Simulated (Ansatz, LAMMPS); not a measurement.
# Squeezing and shearing a frame of amorphous poly(phenylene vinylene) with methane (capped chains of 2 units) from 250 K (138 atoms): runs compared

Aim: relax a frame of amorphous poly(phenylene vinylene) with methane (capped chains of 2 units) from 250 K (138 atoms), then change its volume and shape to read moduli from the stress.

Computed with Ansatz 0.2.0: Kohn-Sham DFT, LDA, PAW (set soft_2), plane waves.

### 1. The cell as built

The cell holds 138 atoms: 60 C and 78 H. Its edges and angles: a = 11.299 Å, b = 11.299 Å, c = 11.299 Å, α = 90.0°, β = 90.0°, γ = 90.0°. 3 poly(phenylene vinylene) chains of 2 units with methyl end groups, 6 methane placed at random, at 0.92 g/cm³; overlaps pushed apart, then 20 ps at 800 K with MMFF94 bonds, angles, torsions, charges and radii (Halgren, J. Comput. Chem. 17, 490 (1996)) in harmonic and 12-6 forms. Snapshot after 30 ps at 250 K and fixed volume.

Limits known from the start: The network of contacts between molecules at the start is that of the classical potential that made the cell, and needn't be the one that DFT or experiment would give. The Brillouin zone is sampled at Γ only.

### 2. The reference run

The reference is a single point at the end of the relaxation.

Every strained cell starts from the geometry of this run, and its atoms are relaxed with the cell held.

Its input, with most atom lines left out:

```yaml
crystal:
  lattice:
    - [10.11395, 0.23494, -0.27892]
    - [0.23494, 10.48599, -0.11705]
    - [-0.27892, -0.11705, 11.432]
  atoms:
    - { symbol: C, position: [0.95067, 0.46452, 0.91772] }
    - { symbol: C, position: [0.96804, 0.4236, 0.04098] }
    - { symbol: C, position: [0.00182, 0.50803, 0.13214] }
    - { symbol: C, position: [0.02567, 0.46724, 0.2458] }
    - { symbol: C, position: [0.01583, 0.3389, 0.27293] }
    - { symbol: C, position: [0.9762, 0.25548, 0.18199] }
    - { symbol: C, position: [0.954, 0.29655, 0.06892] }
    [... atom lines 8 to 138 left out ...]
kpoints:
  mp_grid: { grid: [1, 1, 1] }
hamiltonian:
  xc: lda
scf:
  occupations: { method: gaussian, width: 0.05 }
output:
  forces: true
  stress: true
  populations: true
  dos:
    method: { smearing: { sigma: 0.15 } }
    de: 0.1
    projected: { site_lists: { C: [C], H: [H] } }
  eigenvalues: true
  write_density: true
  write_potential: true
  volumetric_format: npy
```

| Property | Result |
| --- | --- |
| free energy per atom | -114.4908 eV/atom |
| r.m.s. force component | 0.0064 eV/Å |
| pressure | -0.01693 GPa |

Filled and empty levels are parted by 2.12 eV (at Γ alone); a local or semilocal functional tends to put such gaps too low. It is the spacing of short capped chains, not of the long polymer. In a disordered cell it changes from sample to sample, and tail or defect levels can set it.

### 3. The runs

Each row is one run, on 4 threads of AMD EPYC 9R45, shared host. The free energy is the program's total, comparable only between runs with the same functional, potentials and atoms.

| run | atoms | outcome | ionic steps, all passes | free energy (eV) | time | host memory (GiB) |
| --- | --- | --- | --- | --- | --- | --- |
| Single point at the start | 138 | converged | - | -15793.644 | 3.1 s | 1.4 |
| Cell and atoms relaxed | 138 | converged | 62 | -15799.736 | 3.4 min | 1.5 |
| Single point at the relaxed geometry | 138 | converged | - | -15799.736 | 4.5 s | 1.3 |
| Volume -3 % | 138 | converged | 14 | -15799.744 | 44 s | 1.3 |
| Volume +3 % | 138 | converged | 6 | -15799.711 | 21 s | 1.3 |
| Volume -6 % | 138 | converged | 17 | -15799.679 | 49 s | 1.2 |
| Volume +6 % | 138 | converged | 6 | -15799.644 | 21 s | 1.3 |
| Volume -10 % | 138 | converged | 41 | -15799.542 | 2 min | 1.2 |
| Stretched by 1 % along x | 138 | converged | 5 | -15799.731 | 17 s | 1.3 |
| Compressed by 1 % along x | 138 | converged | 13 | -15799.767 | 47 s | 1.3 |
| Sheared by 2 % in xy | 138 | converged | 5 | -15799.748 | 21 s | 1.3 |

In some runs the program notes that the SCF threshold is loose for the stress.

### 4. Pressure against volume

Atoms are relaxed at each volume, in the scaled cell.

```
volume change (%)  volume (Å³/atom)  energy change (meV/atom)  pressure (GPa)  largest move on relaxing (Å)  bonds  gap (eV)
              -10             7.897                      1.41            0.89                          1.34    135                2.01
               -6             8.248                      0.42            0.55                          0.85    135                2.07
               -3             8.511                     -0.05            0.17                          0.65    135                2.09
               +0             8.774                      0.00           -0.02                             -    135                2.12
               +3             9.037                      0.18           -0.26                          0.13    135                2.13
               +6             9.301                      0.67           -0.32                          0.19    135                2.16
```

### 5. Uniaxial strain and shear

Stress (GPa, compression positive) less that of the relaxed cell, atoms relaxed:

```csv
strain,xx,yy,zz,xy,energy change (meV/atom)
stretched by 1 % along x,-0.059,-0.056,0.035,0.010,0.04
compressed by 1 % along x,-0.044,-0.049,0.135,0.064,-0.22
sheared by 2 % in xy,-0.087,-0.063,0.076,0.107,-0.08
```

### 6. What came out

The bulk modulus, from the slope of pressure against ln V over the three points nearest the relaxed volume, is 7.24 GPa; between neighbouring points the slope runs 7.9, 12, 6.2, 8.3 and 2.2 GPa from the smallest volume up, without a steady fall, so no pressure derivative is given, and the cell yields more easily when compressed beyond -6 %. At -10 %, -6 % and -3 % some atom moved by over 0.5 Å on relaxing, so those points may sit in another local minimum. The curvature of the energy over the same three points gives 2.69 GPa instead, so stress and energy disagree and the modulus is uncertain by that much. The gap goes from 2.01 eV at the smallest volume to 2.16 eV at the largest, +0.8 eV per unit of ln V by a straight line, on the run's k-points. Stretch and compression disagree (xx stress changes of -0.06 and -0.04 GPa), so C11 is only a mean of unlike responses. The cells compressed by 1 % along x; sheared by 2 % in xy each end below the relaxed cell in energy, so the reference wasn't the lowest nearby minimum and the moduli are doubtful. In the Cartesian axes of the cell, finite differences give C11 = 0.751, C12 = 0.329, C13 = 5.00 and C66 = -5.35 GPa (the shear of 2 % is the engineering strain, εxy = 0.01). An off-diagonal constant as large as C11 can't hold in a stable isotropic solid; here it points to a strained cell that relaxed into another minimum, so these constants aren't elastic ones.

**Limits.** Strains are finite and relaxations stop at the force tolerance of the input, which can leave moduli too stiff; they are those of a static cell at zero temperature. Volumes are changed with the cell's shape held, so in an anisotropic solid the modulus lies over the one under free hydrostatic load. The program notes that the SCF threshold of the relaxations is loose for the stress. The reference functional has no dispersion term, which matters for the binding between molecules or layers, where LDA binds through overlap of densities alone. The cell edges changed by -10, -7 and +1 % with the Γ point alone; in so small a cell a change of shape can follow the discrete levels, so shape, energy gain and any gap at the end may be artefacts of the sampling.

The DFT runs together took 9.1 min of wall time.

[Logs are printed without paths, hosts, clocks, repeated set-up lines and the standing remarks that a program may print on its own settings, such as how far it seeks lower states.]

[Hosts, paths, dates, database ids (printed as entryN), source tags and the programs' standing remarks are cut or masked in the printed files.]

[The MMFF94 radii named for the starting cell were scaled by 0.96; in molecules described by MMFF94, hydrogen bound to N, O or S took a small fixed 12-6 site in their place.]
